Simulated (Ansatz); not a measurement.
## A failed many-body run on PbSe (Clausthalite)

What is wrong with this input for PbSe (Clausthalite)?

Calculated with Ansatz 0.2.0; G0W0 on PBE, plane waves, PAW; PAW set soft_1.

### 1. Starting point

The structure is cubic, space group Fm-3m (No. 225). The conventional cell has a = 6.121 Å, b = 6.121 Å, c = 6.121 Å, α = 90.00°, β = 90.00°, γ = 90.00°. Nearest to Pb lie 6 Se at 3.06 Å. Nearest to Se lie 6 Pb at 3.06 Å. Farther neighbours and most contacts between anions are not listed.

The cell and positions come from the Crystallography Open Database and are kept as given unless a step says otherwise. Spin-orbit coupling is left out unless a step names it.

### 2. First try

input.yaml reads:

```yaml
crystal:
  lattice:
    - [0.0, 3.06065, 3.06065]
    - [3.06065, 0.0, 3.06065]
    - [3.06065, 3.06065, 0.0]
  atoms:
    - { symbol: Pb, position: [0.0, 0.0, 0.0] }
    - { symbol: Se, position: [0.5, 0.5, 0.5] }
kpoints:
  mp_grid: { grid: [1, 1, 1] }
hamiltonian:
  xc: pbe
  pseudopotentials: { kind: paw, azcp: { folder: soft_1 } }
scf:
  occupations: { method: fixed }
gw:
  n_empty_bands: 93
  ecut_chi: 80
  qp_bands: [v2, c2]
  qp_kpoints: band_edges
  screening: { model: contour_deformation }
```

The run is started by

```sh
$ ansatz run input.yaml --threads 3 --pin off --max-ram 92160MiB --backend cuda --events-out ev --progress --plain --runs-dir out --devices 1 --max-vram 13GiB
```

Numbers of over 12 decimals in the logs are rounded to 6 here.

What it wrote:

```text
GPUs: using 1 of 1 available (devices: 1).
Engine: ansatz 0.2.0, x86_64-unknown-linux-gnu
Pseudopotentials: kind: paw
Pseudopotential: Pb, paw, valence charge 14, recommended cutoff 420 eV (normal), soft_1/Pb.paw.azcp
Pseudopotential: Se, paw, valence charge 16, recommended cutoff 420 eV (normal), soft_1/Se.paw.azcp
Functional definition: PBE
  parameter kappa = 0.804
  parameter beta = 0.066725
  exchange = pbe_x(kappa = kappa, mu = beta*pi^2/3)
  correlation = pbe_c(beta = beta)
device memory: the entry about to start is reckoned to put 0.4 GiB on a device that reports 46.8 GiB free (of which the cap on the GPU budget leaves the run 13.0 GiB)
GPU FFT provider: cuFFT
GPU libraries: cuBLAS 13.8.2, cuFFT 12.4.0, cuSOLVER 12.3.4
Crystal: 2 atoms, lattice volume = 57.342 Å³
Basis set: ecut = 420 eV, 1139 PW (Γ)
Bands: 19, of which v1, the nominal top of the filled ones, is band 15 counted from 1 (14 counted from 0)
Symmetry: 48 space group operations
Space group: Fm-3m (ITA 225), of the structure as read, at distance tolerance 3.9e-5 Å
k-points: 1
Non-local potential: Pb, projectors of the file, l = 0: 2, l = 1: 2, l = 2: 2, l = 3: 1
Non-local potential: Se, projectors of the file, l = 0: 2, l = 1: 2, l = 2: 3, l = 3: 1
PAW form: soft (Blöchl's): semilocal exchange-correlation on the pseudo side does not see the compensation charge
PAW one-centre angular grid: Pb, 590 points (default); XC on 64 Gauss nodes
PAW one-centre angular grid: Se, 590 points (default); XC on 64 Gauss nodes
Initial density: superposition of atomic densities (chi_scale 0.1, normalization cell, long waves kept (reshape's long-wave potential 0.00 eV rms))
Initial wavefunctions: pseudopotential atomic-orbital guess
GPU buffer pool allocated for 27000 grid points (all kernels)
GPU transforms: local potential and band sums: pruned to the plane-wave sphere, on 30×30×30
Functional: x = pbe(κ = 0.804, μ = 0.219515), c = pbe(β = 0.066725)
SCF iter   1: F=—  HF=-17375.266859 eV  |F-HF|=—  |Δ(HF+E_count)|=         —  Δρ=5.65e-2  dr2=3.82e0  ethr=3.10e-3  ⟨swp⟩=5.0  Hψ=75  notcnv=0
preconditioner: auto → none  [insulator: Δε(μ)=6.949 eV  Ē_g=16.182 eV  n_scr=14 (ndim 8)  ℏωp=21.9 eV  f_vac=0.000  ε∞_Penn≈2.8]
SCF iter   2: F=—  HF=-17374.392877 eV  |F-HF|=—  |Δ(HF+E_count)|=   8.74e-1  Δρ=2.76e-2  dr2=7.31e-1  ethr=3.10e-3  ⟨swp⟩=4.0  Hψ=54  notcnv=0  defer=1
SCF iter   3: F=—  HF=-17374.271637 eV  |F-HF|=—  |Δ(HF+E_count)|=   1.21e-1  Δρ=1.16e-2  dr2=9.87e-2  ethr=2.44e-3  ⟨swp⟩=3.0  Hψ=38  notcnv=0
SCF iter   4: F=—  HF=-17374.310597 eV  |F-HF|=—  |Δ(HF+E_count)|=   3.90e-2  Δρ=2.84e-3  dr2=6.80e-3  ethr=3.29e-4  ⟨swp⟩=2.0  Hψ=27  notcnv=0  defer=1
SCF iter   5: F=—  HF=-17374.311823 eV  |F-HF|=—  |Δ(HF+E_count)|=   1.23e-3  Δρ=4.45e-4  dr2=1.51e-4  ethr=2.27e-5  ⟨swp⟩=3.0  Hψ=32  notcnv=0  defer=1
SCF iter   6: F=—  HF=-17374.311835 eV  |F-HF|=—  |Δ(HF+E_count)|=   1.23e-5  Δρ=1.11e-4  dr2=3.97e-6  ethr=5.02e-7  ⟨swp⟩=2.0  Hψ=30  notcnv=0  defer=1
SCF iter   7: F=-17374.311838 eV  HF=-17374.311838 eV  |F-HF|=4.53e-8  |Δ(HF+E_count)|=   3.17e-6  Δρ=9.79e-6  dr2=2.70e-8  ethr=3.33e-10  ⟨swp⟩=4.0  Hψ=96  notcnv=0
SCF 1 converged in 7 iterations: F = -17374.311838 eV  dr2 = 2.70e-8
[...]
device memory: the entry about to start is reckoned to put 0.5 GiB on a device that reports 46.6 GiB free (of which the cap on the GPU budget leaves the run 13.0 GiB)
NSCF: frozen V_eff on 1 k-points
[...]
device memory: the entry about to start is reckoned to put 0.8 GiB on a device that reports 45.0 GiB free (of which the cap on the GPU budget leaves the run 13.0 GiB)
NSCF: frozen V_eff on 1 k-points
G₀W₀ screening: q 1/1
G₀W₀ self-energy: k 1/1
device memory: the entry about to start is reckoned to put 0.3 GiB on a device that reports 42.8 GiB free (of which the cap on the GPU budget leaves the run 13.0 GiB)
NSCF: frozen V_eff on 1 k-points
device memory: the entry about to start is reckoned to put 0.3 GiB on a device that reports 42.7 GiB free (of which the cap on the GPU budget leaves the run 13.0 GiB)
NSCF: frozen V_eff on 1 k-points
device memory: the entry about to start is reckoned to put 0.3 GiB on a device that reports 41.9 GiB free (of which the cap on the GPU budget leaves the run 13.0 GiB)
NSCF: frozen V_eff on 1 k-points
device memory: the entry about to start is reckoned to put 0.3 GiB on a device that reports 41.9 GiB free (of which the cap on the GPU budget leaves the run 13.0 GiB)
NSCF: frozen V_eff on 1 k-points
device memory: the entry about to start is reckoned to put 0.3 GiB on a device that reports 41.9 GiB free (of which the cap on the GPU budget leaves the run 13.0 GiB)
NSCF: frozen V_eff on 1 k-points
device memory: the entry about to start is reckoned to put 0.3 GiB on a device that reports 41.9 GiB free (of which the cap on the GPU budget leaves the run 13.0 GiB)
NSCF: frozen V_eff on 1 k-points
device memory: the entry about to start is reckoned to put 0.3 GiB on a device that reports 41.9 GiB free (of which the cap on the GPU budget leaves the run 13.0 GiB)
NSCF: frozen V_eff on 1 k-points
SCF converged after 7 iterations
Free energy (F): -17374.311838 eV
Harris-Foulkes:  -17374.311838 eV  (|F-HF|=4.53e-8)
Internal energy: -17374.311838 eV  (E = F + TS)
E sigma→0 (E₀):  -17374.311838 eV
Fermi energy:    7.970359 eV
--- Per-component energies (eV) ---
  E_band       = -392.646365
  E_kinetic    = 415.818275
  E_local      = -3752.742740  (includes V_loc(G=0)·N_el)
  E_nonlocal   = -51.109836
  E_hartree    = 1841.108900
  E_xc         = -295.496778
  E_vxc        = -233.970652  (∫ρ·V_xc dr)
  E_paw        = -12520.182030  (= ΣΔE_a)
  E_vpaw       = -452.861029  (= ΣTr[D̂ρ^β])
  E_aug_tail   = -0.000371  (compensation charges beyond the density's cutoff)
  E_ewald      = -3011.707258
  E_smearing   = -0.000000  (= −TS)
  E_closure    = 0.000000  (closes the sum)
  Σ components = -17374.311838   (vs F -17374.311838, Δ=0.00e0)
--- Band table (eV) ---
  k-point 0: bands = [... 11 lower, 3.1333, 7.9704, 7.9704, 7.9704, 13.8231, 13.8231, 13.8231, 16.0193]
--- G₀W₀: contour deformation, 5 samples at zero and on the imaginary axis and 0 off it, 1 q-point, 93 empty bands' worth ---
  eigenvalues of the whole cell's RPA ε∞ on this k-mesh (on a slab, of 1 + 4πα/V) = 3.4733, 3.4733, 3.4733; static W/v taken at q = 0 is 0.287909
  bands read: the sum over 108 bands ends inside a degenerate multiplet in 1 slot, whose members it reads at an even weight; the widest, k=0: bands 108 to 109 (counted from 1) at 1/2 each
  gw.qp_kpoints: band_edges: 1 of 1 stored k-point solved, in 1 pass; an edge of the gap read off the rows below is read off those points alone
    ik  band        ε_KS         Σx   Σc(E_QP)       V_xc       Z   E_QP_lin       E_QP  E_QP is
     0    14      7.9704   -18.8532     3.5162   -14.0073  0.7769     6.6194     6.6407  root
     0    15      7.9704   -18.8532     3.5162   -14.0073  0.7769     6.6194     6.6407  root
     0    16     13.8231    -7.6752    -4.9203   -13.4949  0.7899    14.7316    14.7225  root
     0    17     13.8231    -7.6752    -4.9203   -13.4949  0.7899    14.7316    14.7225  root
```

The job ended after 6.9 s (1 × NVIDIA H100 80GB HBM3 (shared by 6 runs) with 3 threads of AMD EPYC 7R13 (Zen 3), shared host; peak memory 0.98 GiB).

**Diagnosis.**

The run ended normally, though the input holds a fault or crude settings.

The fault: G0W0 on a mesh far too coarse. So few points can't sample the density or the screening, and the band edges may lie elsewhere in the zone.

It printed a gap of 8.08 eV, which is an artefact of the settings.

### 3. A better input

Now the one-shot GW correction: screening in the RPA, then the self-energy of the levels asked for. This step takes PAW set soft_1 files.

input.yaml: that of step 2 with these lines changed.

```diff
@@ -9,3 +9,3 @@
 kpoints:
-  mp_grid: { grid: [1, 1, 1] }
+  mp_grid: { grid: [4, 4, 4] }
 hamiltonian:
@@ -16,4 +16,4 @@
 gw:
-  n_empty_bands: 93
-  ecut_chi: 80
+  n_empty_bands: 171
+  ecut_chi: 120
   qp_bands: [v2, c2]
```

What it wrote:

```text
GPUs: using 1 of 1 available (devices: 1).
[...]
GPU FFT provider: cuFFT
GPU libraries: cuBLAS 13.8.2, cuFFT 12.4.0, cuSOLVER 12.3.4
Crystal: 2 atoms, lattice volume = 57.342 Å³
Basis set: ecut = 420 eV, 1139 PW (Γ)
Bands: 19, of which v1, the nominal top of the filled ones, is band 15 counted from 1 (14 counted from 0)
Symmetry: 48 space group operations
[...]
k-points: 8 of 64
[...]
GPU buffer pool allocated for 27000 grid points (all kernels)
[...]
SCF iter   1: F=—  HF=-17379.111915 eV  |F-HF|=—  |Δ(HF+E_count)|=         —  Δρ=2.11e-2  dr2=4.02e-1  ethr=3.10e-3  ⟨swp⟩=5.1  Hψ=627  notcnv=0  defer=11
[...]
SCF iter   7: F=-17379.022192 eV  HF=-17379.022192 eV  |F-HF|=5.06e-9  |Δ(HF+E_count)|=   1.09e-7  Δρ=3.91e-6  dr2=7.74e-9  ethr=3.33e-10  ⟨swp⟩=4.5  Hψ=709  notcnv=0
SCF 1 converged in 7 iterations: F = -17379.022192 eV  dr2 = 7.74e-9
[...]
2    14      7.4827   -17.3002     2.1143   -14.7993  0.6955     7.0698     7.0961  root
     2    15      8.9530   -17.0349     0.8316   -15.9273  0.7245     8.6655     8.6770  root
     2    16      9.2475    -8.0201    -3.4051   -11.2887  0.7450     9.1125     9.1110  root
     2    17     10.6578    -8.3783    -3.6312   -11.9361  0.7353    10.5849    10.5844  root
     5    14      7.3413   -16.9308     2.0810   -14.4646  0.6946     6.9297     6.9561  root
     5    15      8.1860   -15.9379     1.0275   -14.5966  0.7167     7.8592     7.8722  root
     5    16     10.3407    -9.5875    -3.4413   -12.9489  0.7390    10.2612    10.2608  root
     5    17     11.1384    -9.0292    -3.7053   -12.6959  0.7261    11.1001    11.0998  root
     7    14      4.7249   -15.6342     3.2049   -12.0609  0.6394     4.3363     4.3564  root
     7    15      8.1583   -17.3082     1.5329   -15.4367  0.7104     7.8022     7.8196  root
     7    16     10.8488    -8.6563    -3.7822   -12.4022  0.7310    10.8127    10.8125  root
     7    17     13.9029    -8.2665    -4.7014   -12.9111  0.6922    13.8463    13.8460  root
[key lines of the parts left out:]
SCF converged after 7 iterations
Free energy (F): -17379.022192 eV
Fermi energy:    8.952970 eV
```

Elapsed: 14 s, on 1 × NVIDIA H100 80GB HBM3 (shared by 6 runs) with 3 threads; peak memory 1.1 GiB.

This step gave:

```yaml
bands_summed: 186
rpa_eps_infinity_on_this_mesh_eigenvalues: 108.0, 108.0, 108.0
plane_waves_in_the_screening_matrix: 169
q_points_in_the_mesh: 64
g0w0_gap_on_the_mesh: 0.4340 eV
k_of_the_valence_top: 0, 0, -0.5
k_of_the_conduction_bottom: 0, 0, -0.5
starting_gap_on_the_mesh: 0.2946 eV
z_at_the_valence_top: 0.7245
z_at_the_conduction_bottom: 0.7450
least_direct_g0w0_gap_on_the_computed_points: 0.4340 eV
```

The gap on the mesh goes from 0.29 eV to 0.43 eV, a correction of +0.14 eV. Between the two edge states, bare exchange in place of the xc potential would open the gap by 4.38 eV, and correlation takes back 4.24 eV.

### 4. What came out

| Quantity | Value |
| --- | --- |
| first try | converged after 6.9 s |
| better run | G0W0 gap on the mesh 0.43 eV (4×4×4 mesh, 171 empty bands, screening to 120 eV, PAW set soft_1 files) |

**Reading.** The second run differs in: mesh, empty bands and screening cutoff (eV). Bands and cutoff are finite, so the gap is not at the basis limit. The miss can reach some tenths of an eV and take either sign; the mesh is an error of its own. The 4×4×4 mesh is coarse for this cell (its supercell is 17 Å along the shortest edge). The RPA ε∞ on it, from the PBE start, is 108.04; such meshes misread the long-range screening, most where the gap is narrow. Where an edge is built on 6p states of lead, bismuth or thallium, scalar-relativistic gaps usually stand too wide, by a few tenths to over one eV. With atoms this heavy and so narrow a gap, spin-orbit coupling can invert the bands. These scalar-relativistic gaps are then model values, not to be set against experiment, and a spin-orbit change taken from DFT can't simply be added. On this mesh the RPA ε∞ passes 90, more than nearly any semiconductor shows; a coarse mesh does this where one point with a narrow direct gap carries much weight. The screening is then too strong, and the G0W0 gap should not be taken as the material's.

[Paths, hosts, dates, memory and timing lines, banners, echoed tables and standing remarks are left out of the program output.]

[Logs are printed without paths, hosts, clocks, repeated set-up lines and the standing remarks that a program may print on its own settings, such as how far it seeks lower states.]

[Runs of the session that timed out or met a known fault of the program may be left out.]

[Cells called generated may have been cut or substituted from an entry of the Crystallography Open Database or the Materials Project.]

[Hosts, paths, dates, database ids (printed as entryN), source tags and the programs' standing remarks are cut or masked in the printed files.]
